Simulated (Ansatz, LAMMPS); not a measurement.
# Glassy 62P2O5-33BaO-4SnO2 (mol %) (124 atoms) under strain, part 2 of 2

Aim: relax glassy 62P2O5-33BaO-4SnO2 (mol %) (124 atoms), then change its volume to read the bulk modulus from the stress.

Ansatz 0.2.0; Kohn-Sham DFT, PBE, PAW (set soft_2), plane waves.

The cell: 30 P, 8 Ba, 1 Sn and 85 O. The quench rate of 50 K/ps is many orders above laboratory rates. The network of bonds at the start is that of the classical potential that made the cell. Only the Γ point is sampled. Spin–orbit coupling is left out.

So far. Step 2 (Single point at the start): The r.m.s. force at the start is 1.5 eV/Å. Step 3 (Cell and atoms relaxed): The relaxation converged after 41 steps, with a largest force component of 0.038 eV/Å.

## 4. Single point at the relaxed geometry

One more single point at the end of the walk gives the fuller output and checks the residual forces.

input.yaml

```yaml
crystal:
  lattice:
    - [12.42771, 0.08337, 0.2359]
    - [0.08337, 11.71109, 0.18042]
    - [0.2359, 0.18042, 12.0801]
  atoms:
    - { symbol: P, position: [0.51932, 0.74367, 0.43353] }
    - { symbol: P, position: [0.13396, 0.26979, 0.50359] }
    - { symbol: P, position: [0.01786, 0.36047, 0.71569] }
    - { symbol: P, position: [0.33259, 0.2537, 0.22182] }
    - { symbol: P, position: [0.22976, 0.7526, 0.83942] }
    - { symbol: P, position: [0.78423, 0.02884, 0.19612] }
    [... 112 atom lines left out ...]
    - { symbol: O, position: [0.31861, 0.90468, 0.18835] }
    - { symbol: O, position: [0.62181, 0.72915, 0.16668] }
    - { symbol: O, position: [0.01647, 0.63734, 0.23365] }
    - { symbol: O, position: [0.51627, 0.91584, 0.20777] }
    - { symbol: O, position: [0.21936, 0.68144, 0.32702] }
    - { symbol: O, position: [0.79093, 0.79345, 0.94861] }
kpoints:
  mp_grid: { grid: [1, 1, 1] }
hamiltonian:
  xc: pbe
scf:
  occupations: { method: fermi_dirac, width: 0.05 }
output:
  forces: true
  stress: true
  populations: true
  dos:
    method: { smearing: { sigma: 0.15 } }
    de: 0.1
    projected: { site_lists: { Ba: [Ba], O: [O], P: [P], Sn: [Sn] } }
  eigenvalues: true
  write_density: true
  write_potential: true
  volumetric_format: npy
```

Command:

```
> ansatz run input.yaml --threads 4 --pin off --max-ram 8192MiB --backend cpu --events-out ev --progress --plain --runs-dir out
```

Numbers of over 12 decimals in the logs are rounded to 6 here.

The log of the run:

```text
[...]
Crystal: 124 atoms, lattice volume = 1757.029 Å³
Basis set: ecut = 420 eV, 34387 PW (Γ), exchange–correlation on 180×160×162 points (8 copies of the dense FFT grid, shifted against one another)
Bands: 501, of which v1, the nominal top of the filled ones, is band 377 counted from 1 (376 counted from 0)
Symmetry: 1 space group operations
[...]
k-points: 1
[...]
SCF iter   1: F=—  HF=-124583.250980 eV  |F-HF|=—  |Δ(HF+E_count)|=         —  Δρ=3.40e-3  dr2=2.84e-1  ethr=1.77e-3  ⟨swp⟩=7.0  Hψ=2573  notcnv=0  defer=116
[...]
SCF iter  10: F=-124583.211683 eV  HF=-124583.211683 eV  |F-HF|=8.61e-9  |Δ(HF+E_count)|=   1.03e-7  Δρ=1.52e-6  dr2=3.55e-8  ethr=1.33e-11  ⟨swp⟩=27.0  Hψ=6080  notcnv=0
SCF 1 converged in 10 iterations: F = -124583.211683 eV  dr2 = 3.55e-8
[...]
SCF converged after 10 iterations
Free energy (F): -124583.211683 eV
[...]
Internal energy: -124583.211683 eV  (E = F + TS)
E sigma→0 (E₀):  -124583.211683 eV
Fermi energy:    5.858792 eV
[...]
--- Forces (eV/Å), atoms counted from 1 ---
  atom   1  P     -0.01678545    -0.00225194     0.00287203
  atom   2  P     -0.01827962    -0.00671503    -0.01893898
  atom   3  P      0.01578433     0.00567923     0.00407197
  atom   4  P     -0.02986434     0.01549233    -0.02240883
  atom   5  P     -0.00761639    -0.01780455    -0.01079862
  atom   6  P     -0.00622410     0.00590886    -0.00586328
  atom   7  P     -0.00593517    -0.01506197     0.01683995
  atom   8  P      0.00119536    -0.00953584    -0.00679167
  atom   9  P      0.00076312     0.00355373     0.00249741
  atom  10  P     -0.00971157     0.00406033    -0.00753249
  atom  11  P      0.00259850     0.01537601    -0.00433104
  atom  12  P     -0.01933625     0.00036739    -0.02142309
  atom  13  P      0.01170597     0.01540222     0.00163976
  atom  14  P     -0.01568094    -0.01060443    -0.00220101
[...]
atom 123  O      0.00470091    -0.00446715    -0.01142756
  atom 124  O      0.00513776    -0.00768157    -0.00730381
  max |Σ_I F_I| component: 5.05e-5 eV/Å
--- Stress (GPa, compression-positive) ---
        0.000355      -0.003359      -0.002860
       -0.003360       0.017877      -0.001647
       -0.002858      -0.001647       0.008655
  P = ⅓ Tr σ = 0.0090 GPa (0.090 kbar)
--- Band table (eV) ---
[...]
--- Löwdin populations: 124 sites ---
  site symbol       q [e]
     0      P      2.7850
     1      P      2.7938
     2      P      2.8763
[...]
123      O      6.8902
  spilling = 0.017088 (of n_electrons = 754.000000)
```

It took 38 s on 4 threads of Intel Xeon Platinum 8259CL at 2.50GHz (Skylake/Cascade Lake), shared host; peak memory 2.7 GiB; 2.3 min of CPU time.

Read from the output:

| Item | Value |
| --- | --- |
| free energy | -124583.2117 eV |
| free energy per atom | -1004.7033 eV/atom |
| SCF cycles | 10 |
| pressure | 0.008962 GPa |
| r.m.s. force component | 0.00827 eV/Å |
| longest force | 0.04042 eV/Å |
| Fermi energy | 5.859 eV |
| gap (highest filled to lowest empty level) | 2.237 eV |
| spilling of the projection | 0.01709 |

## 5. Volume -3 %

The relaxed cell is scaled evenly and the atoms are relaxed again; the stress at the end gives one point of P(V).

input.yaml, the sections that differ from step 4:

```yaml
crystal:
  lattice:
    - [12.30217, 0.08253, 0.23352]
    - [0.08253, 11.59279, 0.1786]
    - [0.23352, 0.1786, 11.95807]
  atoms:
    [... the 124 atom lines of step 4 ...]
output:
  forces: true
  eigenvalues: true
  stress: true
relax:
  f_tol: 0.05
  max_steps: 70
# kpoints, hamiltonian, scf: as in step 4
```

The log of the run:

```text
Warning: output.stress: scf.convergence.dr2_threshold = 1e-7 eV (the SCF's general default) is looser than the 1.08e-8 eV advised for a printed stress (1e-10 eV for each atom of the cell: 124, of which 108 are counted). What an SCF threshold leaves in a stress goes as its square root, and in the free energy as the threshold itself, and one threshold admits the most on a small cell: [...]
[...]
Crystal: 124 atoms, lattice volume = 1704.319 Å³
Basis set: ecut = 420 eV, 33311 PW (Γ), exchange–correlation on 180×160×160 points (8 copies of the dense FFT grid, shifted against one another)
Bands: 501, of which v1, the nominal top of the filled ones, is band 377 counted from 1 (376 counted from 0)
Symmetry: 1 space group operations
[...]
k-points: 1
[...]
SCF iter   1: F=—  HF=-124582.450409 eV  |F-HF|=—  |Δ(HF+E_count)|=         —  Δρ=3.44e-3  dr2=2.77e-1  ethr=1.77e-3  ⟨swp⟩=7.0  Hψ=2634  notcnv=0  defer=111
[...]
SCF iter   5: F=—  HF=-124582.420282 eV  |F-HF|=—  |Δ(HF+E_count)|=   1.09e-4  Δρ=1.80e-4  dr2=4.65e-4  ethr=2.08e-7  ⟨swp⟩=3.0  Hψ=782  notcnv=0  defer=117
SCF iter   6: F=-124582.420232 eV  HF=-124582.420223 eV  |F-HF|=9.20e-6  |Δ(HF+E_count)|=   5.92e-5  Δρ=4.64e-5  dr2=3.05e-5  ethr=8.29e-9  ⟨swp⟩=22.0  Hψ=4419  notcnv=0
SCF 1 converged in 6 iterations: F = -124582.420232 eV  dr2 = 3.05e-5
[...]
relax step   1: F+E_penalty+E_count = -124582.42023219 eV  Δ(F+E_penalty+E_count) = +0.000e0 eV  max|allowed force component| = 9.699e-1 eV/Å  Δτ_max = 0.0000 Å  (6 SCF iters, dr2 threshold 6.25e-5 eV, accepted)
[...]
relax step   2: F+E_penalty+E_count = -124582.72642417 eV  Δ(F+E_penalty+E_count) = -3.062e-1 eV  max|allowed force component| = 5.968e-1 eV/Å  Δτ_max = 0.1462 Å  (6 SCF iters, dr2 threshold 5.88e-5 eV, accepted)
[...]
relax step   3: F+E_penalty+E_count = -124582.93104076 eV  Δ(F+E_penalty+E_count) = -2.046e-1 eV  max|allowed force component| = 2.129e-1 eV/Å  Δτ_max = 0.0873 Å  (6 SCF iters, dr2 threshold 2.23e-5 eV, accepted)
relax step   4: F+E_penalty+E_count = -124582.95838898 eV  Δ(F+E_penalty+E_count) = -2.735e-2 eV  max|allowed force component| = 1.396e-1 eV/Å  Δτ_max = 0.0287 Å  (6 SCF iters, dr2 threshold 5.77e-6 eV, accepted)
relax step   5: F+E_penalty+E_count = -124582.84324510 eV  Δ(F+E_penalty+E_count) = +1.151e-1 eV  max|allowed force component| = 5.832e-1 eV/Å  Δτ_max = 0.1661 Å  (10 SCF iters, rejected (line search))
relax step   6: F+E_penalty+E_count = -124582.99389957 eV  Δ(F+E_penalty+E_count) = -3.551e-2 eV  max|allowed force component| = 1.259e-1 eV/Å  Δτ_max = 0.0656 Å  (10 SCF iters, accepted)
relax step   7: F+E_penalty+E_count = -124583.00089046 eV  Δ(F+E_penalty+E_count) = -6.991e-3 eV  max|allowed force component| = 1.163e-1 eV/Å  Δτ_max = 0.0343 Å  (6 SCF iters, dr2 threshold 6.81e-6 eV, accepted)
relax step   8: F+E_penalty+E_count = -124583.01056129 eV  Δ(F+E_penalty+E_count) = -9.671e-3 eV  max|allowed force component| = 1.425e-1 eV/Å  Δτ_max = 0.0517 Å  (6 SCF iters, dr2 threshold 1.10e-5 eV, accepted)
relax step   9: F+E_penalty+E_count = -124583.02194225 eV  Δ(F+E_penalty+E_count) = -1.138e-2 eV  max|allowed force component| = 1.581e-1 eV/Å  Δτ_max = 0.0701 Å  (6 SCF iters, dr2 threshold 1.73e-5 eV, accepted)
relax step  10: F+E_penalty+E_count = -124583.02918471 eV  Δ(F+E_penalty+E_count) = -7.242e-3 eV  max|allowed force component| = 1.449e-1 eV/Å  Δτ_max = 0.0808 Å  (6 SCF iters, dr2 threshold 2.50e-5 eV, accepted)
relax step  11: F+E_penalty+E_count = -124583.03898113 eV  Δ(F+E_penalty+E_count) = -9.796e-3 eV  max|allowed force component| = 1.360e-1 eV/Å  Δτ_max = 0.0422 Å  (6 SCF iters, dr2 threshold 1.76e-5 eV, accepted)
relax step  12: F+E_penalty+E_count = -124583.04812190 eV  Δ(F+E_penalty+E_count) = -9.141e-3 eV  max|allowed force component| = 7.642e-2 eV/Å  Δτ_max = 0.0246 Å  (5 SCF iters, dr2 threshold 1.55e-5 eV, accepted)
relax step  13: F+E_penalty+E_count = -124583.05576083 eV  Δ(F+E_penalty+E_count) = -7.639e-3 eV  max|allowed force component| = 7.822e-2 eV/Å  Δτ_max = 0.0312 Å  (8 SCF iters, accepted)
relax step  14: F+E_penalty+E_count = -124583.06037741 eV  Δ(F+E_penalty+E_count) = -4.617e-3 eV  max|allowed force component| = 5.234e-2 eV/Å  Δτ_max = 0.0377 Å  (8 SCF iters, accepted)
relax step  15: F+E_penalty+E_count = -124583.06331576 eV  Δ(F+E_penalty+E_count) = -2.938e-3 eV  max|allowed force component| = 5.562e-2 eV/Å  Δτ_max = 0.0264 Å  (8 SCF iters, accepted)
[...]
relax step  16: F+E_penalty+E_count = -124583.06551791 eV  Δ(F+E_penalty+E_count) = -2.202e-3 eV  max|allowed force component| = 4.748e-2 eV/Å  Δτ_max = 0.0148 Å  (7 SCF iters, accepted)
SCF converged after 7 iterations
Free energy (F): -124583.065518 eV
[...]
Internal energy: -124583.065518 eV  (E = F + TS)
E sigma→0 (E₀):  -124583.065518 eV
Fermi energy:    6.331987 eV
[...]
Σ components = -124583.065518   (vs F -124583.065518, Δ=0.00e0)
--- Forces (eV/Å), atoms counted from 1 ---
  atom   1  P     -0.00123638     0.00639942    -0.00345876
  atom   2  P      0.01225219    -0.00234661     0.00551481
  atom   3  P      0.01891146     0.00751179     0.01400742
  atom   4  P     -0.00178895     0.00037321    -0.04748225
[...]
atom 124  O     -0.00508092     0.01294185     0.00627228
  max |Σ_I F_I| component: 1.46e-4 eV/Å
--- Stress (GPa, compression-positive) ---
        1.005164       0.040819      -0.120840
        0.040818       1.131715      -0.020216
       -0.120839      -0.020217       1.014688
  P = ⅓ Tr σ = 1.0505 GPa (10.505 kbar)
--- Band table (eV) ---
[...]
--- Relaxed structure (16 steps of the walk, 15 accepted, 0 SCFs on fresh bases) ---
  F+E_penalty+E_count = -124583.06551791 eV   max|allowed force component| = 4.748e-2 eV/Å
  atoms:
    - { symbol: P, position: [0.517576, 0.745509, 0.430835] }
    - { symbol: P, position: [0.135532, 0.270430, 0.499286] }
    - { symbol: P, position: [0.017462, 0.365077, 0.709017] }
    - { symbol: P, position: [0.337630, 0.257912, 0.209138] }
[...]
- { symbol: O, position: [0.793024, 0.784483, 0.946974] }
```

Elapsed: 6.4 min, on 4 threads; peak memory 2.7 GiB; 24 min of CPU time.

The program notes that the SCF threshold is loose for the stress.

The relaxation converged after 16 steps, 0.645 eV below its start, with a largest force component of 0.047 eV/Å.

Volume -3 %: the energy stands 0.146 eV above that of the reference, at a pressure of 1.05 GPa.

## 6. Volume +3 %

The relaxed cell is scaled to another volume.

Input and log are left out; they have the form of those shown for this kind of step.

The job ended after 4.3 min (4 threads of Intel Xeon Platinum 8259CL at 2.50GHz (Skylake/Cascade Lake), shared host; peak memory 2.9 GiB; 16 min of CPU time).

The relaxation converged after 10 steps, 0.521 eV below its start, with a largest force component of 0.046 eV/Å.

Volume +3 %: the energy stands 0.186 eV above that of the reference, at a pressure of -1.01 GPa.

## 7. Volume -6 %

The relaxed cell is scaled to another volume.

Input and log are left out; they have the form of those shown for this kind of step.

The job ended after 7 min (4 threads of Intel Xeon Platinum 8259CL at 2.50GHz (Skylake/Cascade Lake), shared host; peak memory 2.7 GiB).

The relaxation was stopped at its limit after 16 steps, 2.59 eV below its start, with a largest force component of 0.068 eV/Å.

Volume -6 %: the energy stands 0.720 eV above that of the reference.

## 8. Volume +6 %

The relaxed cell is scaled to another volume.

input.yaml, the sections that differ from step 5:

```yaml
crystal:
  lattice:
    - [12.67145, 0.08501, 0.24053]
    - [0.08501, 11.94078, 0.18396]
    - [0.24053, 0.18396, 12.31702]
  atoms:
    [... the 124 atom lines of step 4 ...]
# kpoints, hamiltonian, scf, output, relax: as in step 5
```

The log of the run:

```text
Warning: output.stress: scf.convergence.dr2_threshold = 1e-7 eV (the SCF's general default) is looser than the 1.08e-8 eV advised for a printed stress (1e-10 eV for each atom of the cell: 124, of which 108 are counted). What an SCF threshold leaves in a stress goes as its square root, and in the free energy as the threshold itself, and one threshold admits the most on a small cell: [...]
[...]
Pseudopotentials: kind: paw
Pseudopotential: P, paw, valence charge 5, recommended cutoff 420 eV (normal), P.paw.azcp
Pseudopotential: Ba, paw, valence charge 10, recommended cutoff 420 eV (normal), Ba.paw.azcp
Pseudopotential: Sn, paw, valence charge 14, recommended cutoff 420 eV (normal), Sn.paw.azcp
Pseudopotential: O, paw, valence charge 6, recommended cutoff 420 eV (normal), O.paw.azcp
[... 5 lines on functional and potentials left out ...]
Crystal: 124 atoms, lattice volume = 1862.450 Å³
Basis set: ecut = 420 eV, 36381 PW (Γ), exchange–correlation on 180×160×180 points (8 copies of the dense FFT grid, shifted against one another)
Bands: 501, of which v1, the nominal top of the filled ones, is band 377 counted from 1 (376 counted from 0)
Symmetry: 1 space group operations
Space group: P1 (ITA 1), of the structure as read, at distance tolerance 1.2e-4 Å
k-points: 1
[... 9 lines on functional and potentials left out ...]
Initial density: superposition of atomic densities (neutral atoms: chi_scale 0, normalization atom), corrected by the library's trained network
Initial wavefunctions: pseudopotential atomic-orbital guess
[...]
SCF iter   1: F=—  HF=-124580.629195 eV  |F-HF|=—  |Δ(HF+E_count)|=         —  Δρ=3.47e-3  dr2=3.30e-1  ethr=1.77e-3  ⟨swp⟩=8.0  Hψ=2597  notcnv=0  defer=112
preconditioner: auto → Resta (q_TF=auto, 2.347 Å⁻¹)  ε∞=3.3  [insulator: Δε(μ)=2.064 eV  Ē_g=15.411 eV  σ=0.050 eV  W_gap=1.00  n_scr=414 (ndim 8)  ℏωp=23.5 eV  f_vac=0.159  D(μ)=0.00/eV (n_scr^D=0)  ε∞_Penn≈3.3]
[...]
SCF iter   6: F=—  HF=-124580.564345 eV  |F-HF|=—  |Δ(HF+E_count)|=   1.01e-4  Δρ=5.86e-5  dr2=5.47e-5  ethr=8.29e-9  ⟨swp⟩=20.0  Hψ=4712  notcnv=0
SCF iter   7: F=-124580.564361 eV  HF=-124580.564368 eV  |F-HF|=6.15e-6  |Δ(HF+E_count)|=   2.31e-5  Δρ=2.92e-5  dr2=1.43e-5  ethr=7.25e-9  ⟨swp⟩=7.0  Hψ=2128  notcnv=0
SCF 1 converged in 7 iterations: F = -124580.564361 eV  dr2 = 1.43e-5
[...]
relax step   1: F+E_penalty+E_count = -124580.56436149 eV  Δ(F+E_penalty+E_count) = +0.000e0 eV  max|allowed force component| = 1.644e0 eV/Å  Δτ_max = 0.0000 Å  (7 SCF iters, dr2 threshold 6.25e-5 eV, accepted)
[...]
relax step   2: F+E_penalty+E_count = -124581.61494292 eV  Δ(F+E_penalty+E_count) = -1.051e0 eV  max|allowed force component| = 1.066e0 eV/Å  Δτ_max = 0.1948 Å  (6 SCF iters, dr2 threshold 1.00e-4 eV, accepted)
[...]
relax step   5: F+E_penalty+E_count = -124582.49893314 eV  Δ(F+E_penalty+E_count) = -1.416e-1 eV  max|allowed force component| = 2.408e-1 eV/Å  Δτ_max = 0.1395 Å  (6 SCF iters, dr2 threshold 8.20e-5 eV, accepted)
[...]
relax step  10: F+E_penalty+E_count = -124582.59525001 eV  Δ(F+E_penalty+E_count) = -2.751e-2 eV  max|allowed force component| = 1.559e-1 eV/Å  Δτ_max = 0.1023 Å  (7 SCF iters, dr2 threshold 2.24e-5 eV, accepted)
[...]
relax step  11: F+E_penalty+E_count = -124582.64982469 eV  Δ(F+E_penalty+E_count) = -5.457e-2 eV  max|allowed force component| = 3.226e-1 eV/Å  Δτ_max = 0.1948 Å  (7 SCF iters, dr2 threshold 2.28e-5 eV, accepted)
Step cancelled. What follows is not a result of the run: it is the report of the last solve that finished, which converged after 7 SCF iterations.
Free energy (F): -124582.649825 eV
Harris-Foulkes:  -124582.649830 eV  (|F-HF|=5.21e-6)
Internal energy: -124582.649825 eV  (E = F + TS)
E sigma→0 (E₀):  -124582.649825 eV
Fermi energy:    5.124131 eV
--- Per-component energies (eV) ---
[...]
Σ components = -124582.649825   (vs F -124582.649825, Δ=0.00e0)
--- Forces (eV/Å), atoms counted from 1 ---
  atom   1  P     -0.00872763     0.12474254     0.02694586
  atom   2  P      0.14816653    -0.14764568     0.02185583
  atom   3  P      0.05746517     0.27137128    -0.00923853
  atom   4  P     -0.05354864    -0.07026211     0.00267583
[...]
atom 124  O     -0.08425263     0.06041517    -0.01569936
  max |Σ_I F_I| component: 2.11e-3 eV/Å
--- Band table (eV) ---
  k-point 0: bands = ["-22.0503", "-21.9670", "-21.9402", "-21.7858", [... 485 levels ...], "12.6007", "12.6065", "12.6523", "12.7050", "12.7430", "12.7690", "12.7862", "12.8211", "12.8428", "12.8778", "12.8824", "12.9254"]
End of that report.
Error: SIGTERM received: cancelled by the caller after 11 completed ionic steps
```

Elapsed: 5 min, on 4 threads; peak memory 2.9 GiB.

The relaxation was stopped at its limit after 11 steps, 2.09 eV below its start, with a largest force component of 0.32 eV/Å.

Volume +6 %: the energy stands 0.562 eV above that of the reference.

## 9. Volume -10 %

The relaxed cell is scaled to another volume.

Input and log are left out; they have the form of those shown for this kind of step.

Wall time 3.9 min (4 threads of Intel Xeon Platinum 8259CL at 2.50GHz (Skylake/Cascade Lake), shared host); peak memory 2.5 GiB.

The relaxation was stopped at its limit after 10 steps, 7.42 eV below its start, with a largest force component of 0.28 eV/Å.

Volume -10 %: the energy stands 2.52 eV above that of the reference.

## 10. Pressure against volume

Atoms are relaxed at each volume, in the scaled cell.

```tsv
volume change (%)	volume (Å³/atom)	energy change (meV/atom)	pressure (GPa)	largest move on relaxing (Å)	bonds	gap (eV)
-3	13.745	1.18	1.05	0.49	188	2.15
+0	14.170	0.00	0.01	-	182	2.24
+3	14.595	1.50	-1.01	0.15	180	2.21
```

## 11. Findings

The bulk modulus, from the slope of pressure against ln V over the three points nearest the relaxed volume, is 34.4 GPa. The count of bonds runs from 180 to 188 over the series, so at some points contacts cross the cutoffs. The gap goes from 2.15 eV at the smallest volume to 2.21 eV at the largest, not monotonically (lowest 2.15, highest 2.24 eV), on the run's k-points.

Caveats: Strains are finite and relaxations stop at the force tolerance of the input, which can leave moduli too stiff; they are those of a static cell at zero temperature. Volumes are changed with the cell's shape held, so in an anisotropic solid the modulus lies over the one under free hydrostatic load. The program notes that the SCF threshold of the relaxations is loose for the stress.

The DFT runs together took 44 min of wall time.

[Logs are printed without paths, hosts, clocks, repeated set-up lines and the standing remarks that a program may print on its own settings, such as how far it seeks lower states.]

[Hosts, paths, dates, database ids (printed as entryN), source tags and the programs' standing remarks are cut or masked in the printed files.]
